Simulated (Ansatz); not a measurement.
**Lattice dynamics of GeF2 monolayer (1T)**

Task: relax GeF2 monolayer (1T), then find its harmonic phonons.

Main program and level: Ansatz 0.2.0; DFT PBEsol, scalar-relativistic, plane waves, PAW.

Most raw output is cut from this account.

### Step 1. The starting structure

The cell holds 3 atoms: 1 Ge and 2 F. Cell: a = 3.300 Å, b = 3.300 Å, c = 20.000 Å, α = 90.0°, β = 90.0°, γ = 120.0°. Vacuum lies along c.

### Step 2. Coarse relaxation

The start is far from rest, so a relaxation with loose tolerances brings it close first.

The program solves this slab on a cell height of its own, 27.6 Å, in place of the one typed.

Input file input.yaml:

```yaml
crystal:
  lattice:
    - [3.3, 0.0, 0.0]
    - [-1.65, 2.85788, 0.0]
    - [0.0, 0.0, 20.0]
  atoms:
    - { symbol: Ge, position: [0.0, 0.0, 0.5] }
    - { symbol: F, position: [0.333333, 0.666667, 0.5475] }
    - { symbol: F, position: [0.666667, 0.333333, 0.4525] }
  periodic: [true, true, false]
kpoints:
  mp_grid: { grid: [9, 9, 1] }
hamiltonian:
  xc: pbesol
scf:
  occupations: { method: gaussian, width: 0.1 }
output:
  forces: true
  stress: true
  eigenvalues: true
relax:
  adjacent_minimum: "off"
  f_tol: 0.05
  max_steps: 80
  cell: { stress_2d_tol: 0.02 }
```

Command:

```bash
$ ansatz run input.yaml --threads 8 --pin off --max-ram 14336MiB --backend cpu --events-out ev --progress --plain --runs-dir out
```

Run time: 5.6 s. Hardware: 8 threads of Intel Xeon 6975P-C (Granite Rapids), shared host; peak memory 0.76 GiB.

Step by step:

```csv
step,energy less that of the first step (eV),largest force component (eV/Å),volume (Å³)
1,0.0000,1.3244,260.30
2,-0.3261,0.4210,277.82
3,-0.3708,0.0719,287.71
4,-0.3713,0.0062,289.87
5,-0.3713,0.0007,289.96
6*,-0.4108,0.0009,289.96
7,-0.4140,0.0197,294.63
8,-0.4129,0.0052,298.68
9,-0.4130,0.0001,298.56
10*,-0.4187,0.0004,298.56
11,-0.4185,0.0002,299.02
12*,-0.4188,0.0002,299.02
```

Relaxation steps marked * repeat the geometry before them on a plane-wave basis chosen anew for their cell, so energy and pressure can jump there.

Forces are held to the 12 operations that the run works with; a distortion that breaks them can't arise in this run.

```csv
cell as run,before,after,change
a (Å),3.300,3.537,+7.2 %
b (Å),3.300,3.537,+7.2 %
```

The atoms that moved most (Å, along periodic axes as changes of fractional coordinates times the final cell, across vacuum about the mean position):

| atom | dx | dy | dz | length |
| --- | --- | --- | --- | --- |
| F2 | 0.000 | 0.000 | 0.020 | 0.020 |
| F3 | 0.000 | 0.000 | -0.020 | 0.020 |

Final coordinates:

```
Ge F
1.0
     3.53695    0.00000    0.00000
    -1.76848    3.06309    0.00000
     0.00000    0.00000   27.60000
Ge F
1 2
Direct
  0.00000 0.00000 0.36232
  0.33333 0.66667 0.39748
  0.66667 0.33333 0.32716
```

Numbers from this step:

```
gap on the k-mesh  : 2.521 eV
direct gap on mesh : 4.144 eV
area per atom      : 3.611 Å²
```

The relaxation ends with a largest force component of 1.5e-4 eV/Å.

### Step 3. Bringing the structure to rest

Harmonic phonons are second derivatives at a point where the forces vanish, and they are wanted at zero stress, so atoms and cell are relaxed first.

Input file input.yaml:

```yaml
crystal:
  lattice:
    - [3.5369518526, 0.0, 0.0]
    - [-1.7684759263, 3.0630901563, 0.0]
    - [0.0, 0.0, 27.6]
  atoms:
    - { symbol: Ge, position: [0.0, 0.0, 0.3623188406] }
    - { symbol: F, position: [0.3333333333, 0.6666666667, 0.3974810461] }
    - { symbol: F, position: [0.6666666667, 0.3333333333, 0.327156635] }
  periodic: [true, true, false]
kpoints:
  mp_grid: { grid: [9, 9, 1] }
hamiltonian:
  xc: pbesol
scf:
  occupations: { method: gaussian, width: 0.02 }
output:
  forces: true
  stress: true
  eigenvalues: true
  write_density: true
  write_potential: true
  elf: true
  volumetric_format: npy
relax:
  adjacent_minimum: "off"
  f_tol: 0.005
  max_steps: 80
  cell: { stress_2d_tol: 0.02 }
```

It took 1.4 s on 8 threads; peak memory 0.76 GiB.

Little changed from the start: no atom moved by 0.005 Å and no cell edge by 0.1 %.

Electrostatic potential energy in the ac plane at fractional y = 0.000, with atoms of Ge within 0.2 Å of it. With pseudopotentials it is smooth inside the atoms' cores, unlike the true potential.

Ten even steps from '0' (-15 eV) to '9' (0 eV), each cell a mean:
```
99999999999999
99999999999999
99999999999999
99999999999999
99999999999999
99999999999999
99999999999999
99999999999999
99999999999999
99999999999999
99999999999999
99999999999999
99999999999999
88999999999998
11236788875321
00003678762000
66788999998776
99999999999999
99999999999999
99999999999999
99999999999999
99999999999999
99999999999999
99999999999999
```
Columns run along a (3.5 Å; values clipped at the 3rd and 97th percentile), rows up along c (27.6 Å). Atoms in or near the plane, at fractional coordinates: Ge at (0.00, 0.36).

ELF in the ac plane at fractional y = 0.000, with atoms of Ge within 0.2 Å of it. It is the smooth field of the valence electrons, not physical close to the nuclei.

Values, 24 rows by 14 columns, each cell a mean:
```
0.00 0.00 0.00 0.00 0.00 0.00 0.00 0.00 0.00 0.00 0.00 0.00 0.00 0.00
0.00 0.00 0.00 0.00 0.00 0.00 0.00 0.00 0.00 0.00 0.00 0.00 0.00 0.00
0.00 0.00 0.00 0.00 0.00 0.00 0.00 0.00 0.00 0.00 0.00 0.00 0.00 0.00
0.00 0.00 0.00 0.00 0.00 0.00 0.00 0.00 0.00 0.00 0.00 0.00 0.00 0.00
0.00 0.00 0.00 0.00 0.00 0.00 0.00 0.00 0.00 0.00 0.00 0.00 0.00 0.00
0.00 0.00 0.00 0.00 0.00 0.00 0.00 0.00 0.00 0.00 0.00 0.00 0.00 0.00
0.00 0.00 0.00 0.00 0.00 0.00 0.00 0.00 0.00 0.00 0.00 0.00 0.00 0.00
0.00 0.00 0.00 0.00 0.00 0.00 0.00 0.00 0.00 0.00 0.00 0.00 0.00 0.00
0.00 0.00 0.00 0.00 0.00 0.00 0.00 0.00 0.00 0.00 0.00 0.00 0.00 0.00
0.00 0.00 0.00 0.00 0.00 0.00 0.00 0.00 0.00 0.00 0.00 0.00 0.00 0.00
0.00 0.00 0.00 0.00 0.00 0.00 0.00 0.00 0.00 0.00 0.00 0.00 0.00 0.00
0.00 0.00 0.00 0.00 0.00 0.00 0.00 0.00 0.00 0.00 0.00 0.00 0.00 0.00
0.00 0.00 0.00 0.00 0.00 0.00 0.01 0.01 0.01 0.00 0.00 0.00 0.00 0.00
0.09 0.06 0.04 0.03 0.05 0.10 0.17 0.19 0.16 0.09 0.04 0.03 0.04 0.07
0.36 0.36 0.35 0.26 0.16 0.18 0.26 0.31 0.25 0.17 0.18 0.29 0.35 0.36
0.18 0.21 0.32 0.37 0.23 0.14 0.13 0.15 0.13 0.15 0.27 0.38 0.30 0.19
0.29 0.24 0.16 0.09 0.09 0.18 0.29 0.34 0.27 0.16 0.08 0.10 0.18 0.25
0.00 0.00 0.00 0.01 0.01 0.02 0.04 0.04 0.04 0.02 0.01 0.00 0.00 0.00
0.00 0.00 0.00 0.00 0.00 0.00 0.00 0.00 0.00 0.00 0.00 0.00 0.00 0.00
0.00 0.00 0.00 0.00 0.00 0.00 0.00 0.00 0.00 0.00 0.00 0.00 0.00 0.00
0.00 0.00 0.00 0.00 0.00 0.00 0.00 0.00 0.00 0.00 0.00 0.00 0.00 0.00
0.00 0.00 0.00 0.00 0.00 0.00 0.00 0.00 0.00 0.00 0.00 0.00 0.00 0.00
0.00 0.00 0.00 0.00 0.00 0.00 0.00 0.00 0.00 0.00 0.00 0.00 0.00 0.00
0.00 0.00 0.00 0.00 0.00 0.00 0.00 0.00 0.00 0.00 0.00 0.00 0.00 0.00
```
Columns run along a (3.5 Å), rows up along c (27.6 Å). Atoms in or near the plane, at fractional coordinates: Ge at (0.00, 0.36).

Valence density in the ac plane at fractional y = 0.000, with atoms of Ge within 0.2 Å of it. It is the smooth field of the valence electrons, not physical close to the nuclei.

Ten steps, logarithmic in the rise over the least value, from '0' (0 e/Å³) to '9' (21 e/Å³), each cell a mean:
```
00000000000000
00000000000000
00000000000000
00000000000000
00000000000000
00000000000000
00000000000000
00000000000000
00000000000000
00000000000000
00000000000000
00000000000000
00000000000000
00000000000000
65311111111235
98521111111368
00000000000000
00000000000000
00000000000000
00000000000000
00000000000000
00000000000000
00000000000000
00000000000000
```
Columns run along a (3.5 Å), rows up along c (27.6 Å). Atoms in or near the plane, at fractional coordinates: Ge at (0.00, 0.36).

### Step 4. Tight relaxation

Phonons need a cell at rest on their own settings, so the relaxation is repeated with tight tolerances on forces and stress, using the mesh and the filling of the phonon run that follows.

input.yaml, the sections that differ from step 3:

```yaml
kpoints:
  mp_grid: { grid: [12, 12, 1] }
scf:
  occupations: { method: fixed }
relax:
  adjacent_minimum: "off"
  f_tol: 0.001
  max_steps: 60
  cell: { stress_2d_tol: 0.002 }
# crystal, hamiltonian, output: as in step 3
```

Run time: 2.8 s. Hardware: 8 threads; peak memory 0.82 GiB.

Little changed from the start: no atom moved by 0.005 Å and no cell edge by 0.1 %.

This step gave:

- direct gap on mesh: 4.112 eV
- area per atom: 3.612 Å²

ELF in the ac plane at fractional y = 0.000, with atoms of Ge within 0.2 Å of it. It is the smooth field of the valence electrons, not physical close to the nuclei.

Ten even steps from '0' (0.00) to '9' (0.38), each cell a mean:
```
00000000000000
00000000000000
00000000000000
00000000000000
00000000000000
00000000000000
00000000000000
00000000000000
00000000000000
00000000000000
00000000000000
00000000000000
00000000000000
21001245421011
99964478644799
45896333337975
76422478742246
00000011000000
00000000000000
00000000000000
00000000000000
00000000000000
00000000000000
00000000000000
```
Columns run along a (3.5 Å), rows up along c (27.6 Å). Atoms in or near the plane, at fractional coordinates: Ge at (0.00, 0.36).

Valence density in the ac plane at fractional y = 0.000, with atoms of Ge within 0.2 Å of it. It is the smooth field of the valence electrons, not physical close to the nuclei.

Ten steps, logarithmic in the rise over the least value, from '0' (0 e/Å³) to '9' (21 e/Å³), each cell a mean:
```
00000000000000
00000000000000
00000000000000
00000000000000
00000000000000
00000000000000
00000000000000
00000000000000
00000000000000
00000000000000
00000000000000
00000000000000
00000000000000
00000000000000
65311111111235
98521111111368
00000000000000
00000000000000
00000000000000
00000000000000
00000000000000
00000000000000
00000000000000
00000000000000
```
Columns run along a (3.5 Å), rows up along c (27.6 Å). Atoms in or near the plane, at fractional coordinates: Ge at (0.00, 0.36).

Electrostatic potential energy in the ac plane at fractional y = 0.000, with atoms of Ge within 0.2 Å of it. With pseudopotentials it is smooth inside the atoms' cores, unlike the true potential.

Values in eV, 24 rows by 14 columns, each cell a mean:
```
  0   0   0   0   0   0   0   0   0   0   0   0   0   0
  0   0   0   0   0   0   0   0   0   0   0   0   0   0
  0   0   0   0   0   0   0   0   0   0   0   0   0   0
  0   0   0   0   0   0   0   0   0   0   0   0   0   0
  0   0   0   0   0   0   0   0   0   0   0   0   0   0
  0   0   0   0   0   0   0   0   0   0   0   0   0   0
  0   0   0   0   0   0   0   0   0   0   0   0   0   0
  0   0   0   0   0   0   0   0   0   0   0   0   0   0
  0   0   0   0   0   0   0   0   0   0   0   0   0   0
  0   0   0   0   0   0   0   0   0   0   0   0   0   0
  0   0   0   0   0   0   0   0   0   0   0   0   0   0
  0   0   0   0   0   0   0   0   0   0   0   0   0   0
  0   0   0   0   0   0   0   0   0   0   0   0   0   0
 -2  -2  -1  -1  -1   0   0   0   0   0  -1  -1  -1  -2
-13 -12 -12 -10  -6  -4  -3  -2  -3  -4  -7 -10 -12 -13
-15 -15 -15 -14 -10  -5  -3  -3  -4  -6 -11 -14 -15 -15
 -6  -5  -4  -3  -2  -1  -1  -1  -1  -1  -2  -3  -4  -5
  0   0   0   0   0   0   0   0   0   0   0   0   0   0
  0   0   0   0   0   0   0   0   0   0   0   0   0   0
  0   0   0   0   0   0   0   0   0   0   0   0   0   0
  0   0   0   0   0   0   0   0   0   0   0   0   0   0
  0   0   0   0   0   0   0   0   0   0   0   0   0   0
  0   0   0   0   0   0   0   0   0   0   0   0   0   0
  0   0   0   0   0   0   0   0   0   0   0   0   0   0
```
Columns run along a (3.5 Å; values clipped at the 3rd and 97th percentile), rows up along c (27.6 Å). Atoms in or near the plane, at fractional coordinates: Ge at (0.00, 0.36).

The largest force component left is 0.026 meV/Å, within the tolerances set.

### Step 5. Linear response at the zone centre

The zone centre comes first: it holds the modes that light can see, as far as symmetry allows. The response to a homogeneous field gives the Born charges and the dielectric tensor, and its change with displacement the Raman tensors.

Input file input.yaml:

```yaml
crystal:
  lattice:
    - [3.5372703465, 0.0, 0.0]
    - [-1.7686351732, 3.0633659801, 0.0]
    - [0.0, 0.0, 27.6]
  atoms:
    - { symbol: Ge, position: [0.0, 0.0, 0.3623188406] }
    - { symbol: F, position: [0.3333333333, 0.6666666667, 0.3974714677] }
    - { symbol: F, position: [0.6666666667, 0.3333333333, 0.3271662134] }
  periodic: [true, true, false]
kpoints:
  mp_grid: { grid: [12, 12, 1] }
hamiltonian:
  xc: pbesol
scf:
  occupations: { method: fixed }
output:
  eigenvalues: true
phonons:
  method: dfpt
  dielectric: true
  raman: true
```

The job ended after 57 s (8 threads; peak memory 3 GiB).

This step gave:

* sum-rule residual before enforcement: 1.10e-4 eV/Å²
* miss of the charge sum rule: 4.39e-5 e
* point group: -3m
* highest optical mode at the zone centre (no LO-TO term): 291.5 cm⁻¹
* lowest optical zone-centre mode: -163.6 cm⁻¹
* largest Born charge (third of the trace): 2.898 e

Without the LO-TO term. Patterns of degenerate modes are one choice out of their space. The modes at Γ (shares of kinetic energy by element, %) (negative means imaginary):

```
mode  frequency (cm⁻¹)  symmetry  Ge %  F %
   1            -163.6        Eu    34   66
   2            -163.6        Eu    34   66
   3               0.0  acoustic    66   34
   4               0.0  acoustic    66   34
   5               0.0  acoustic    66   34
   6             222.1        Eg     0  100
   7             222.1        Eg     0  100
   8             261.1       A1g     0  100
   9             291.5       A2u    34   66
```

Displacements in mode 2 (-163.6 cm⁻¹), the largest set to 1:
```
Ge1  0.00  0.52  0.00
F2   0.00 -1.00  0.00
F3   0.00 -1.00  0.00
```

Displacements in mode 7 (222.1 cm⁻¹), the largest set to 1:
```
Ge1  0.00  0.00  0.00
F2  -0.16  1.00  0.00
F3   0.16 -1.00  0.00
```

High-frequency dielectric tensor, averaged over the cell of height 27.6 Å or as lengthened by the program, vacuum included. Tensor:

```csv
,x,y,z
x,1.427,0,0
y,0,1.427,0
z,0,0,1.094
```

Born charge (rows field, columns displacement) (e), principal values of the symmetric part by kind of site:

```csv
atom,atoms with these values,low,middle,high,mean
Ge1,1,0.59,4.05,4.05,2.90
F2,2,-2.03,-2.03,-0.30,-1.45
```

In full for Ge1:

```
4.05 0.00 0.00
0.00 4.05 0.00
0.00 0.00 0.59
```

Transverse modes; imaginary modes are left out. Infrared lines, with heights relative to the strongest:

| position (cm⁻¹) | label | relative intensity |
| --- | --- | --- |
| 222 | Eg | 0.0 |
| 261 | A1g | 0.0 |
| 292 | A2u | 100 |

Activity x (w_L - w)^4 (n + 1)/w, 532 nm, 300 K; imaginary modes are left out. Raman lines, with heights relative to the strongest:

| position (cm⁻¹) | label | relative intensity |
| --- | --- | --- |
| 222 | Eg | 38 |
| 261 | A1g | 100 |
| 292 | A2u | 0.0 |

Before it was imposed, the acoustic sum rule was missed by 1.1e-4 eV/Å² and the charge sum rule by 4.4e-5 e. Small misses are needed for a sound result but don't prove that mesh and cutoff are converged. The lowest optical mode is imaginary, 163.6i cm⁻¹, so the energy falls along it.

### Step 6. The dispersion

Stability and thermal properties need the whole zone. Linear response on a 6×6×1 q mesh gives force constants as far as a supercell of that size would, and the tensors from the zone-centre run are typed in so that the long-range dipole term is interpolated apart.

input.yaml, the sections that differ from step 5:

```yaml
phonons:
  method: dfpt
  qmesh: [6, 6, 1]
  temperatures: { t_max: 1000, t_step: 50 }
  qpath:
    path:
      - [0.0, 0.0, 0.0]
      - [0.5, 0.0, 0.0]
      - [0.33333333, 0.33333333, 0.0]
      - [0.0, 0.0, 0.0]
    npoints: 10
  isolated: true
  non_analytic_term:
    high_frequency_dielectric_tensor: [[1.4271, 0.0, 0.0], [0.0, 1.4271, 0.0], [0.0, 0.0, 1.0936]]
    born_effective_charges:
      - { species: Ge, tensor: [[4.0513, 0.0, 0.0], [0.0, 4.0513, 0.0], [0.0, 0.0, 0.5909]] }
      - { species: F, tensor: [[-2.0256, 0.0, 0.0], [0.0, -2.0256, 0.0], [0.0, 0.0, -0.2955]] }
      - { species: F, tensor: [[-2.0256, 0.0, 0.0], [0.0, -2.0256, 0.0], [0.0, 0.0, -0.2955]] }
    source: "zone-centre run at this cell"
# crystal, kpoints, hamiltonian, scf, output: as in step 5
```

Run time: 2.3 min. Hardware: 8 threads; peak memory 2.2 GiB; 17 min of CPU time.

Numbers from this step:

```
sum-rule residual before enforcement                    : 2.21e-5 eV/Å²
lowest frequency on the path                            : -207.4 cm⁻¹
highest frequency on the path or at a solved wavevector : 355.5 cm⁻¹
lowest mode on the q mesh (acoustic modes at Γ apart)   : -207.4 cm⁻¹
```

[end of part 1 of 2]

[Logs are printed without paths, hosts, clocks, repeated set-up lines and the standing remarks that a program may print on its own settings, such as how far it seeks lower states.]

[Hosts, paths, dates, database ids (printed as entryN), source tags and the programs' standing remarks are cut or masked in the printed files.]
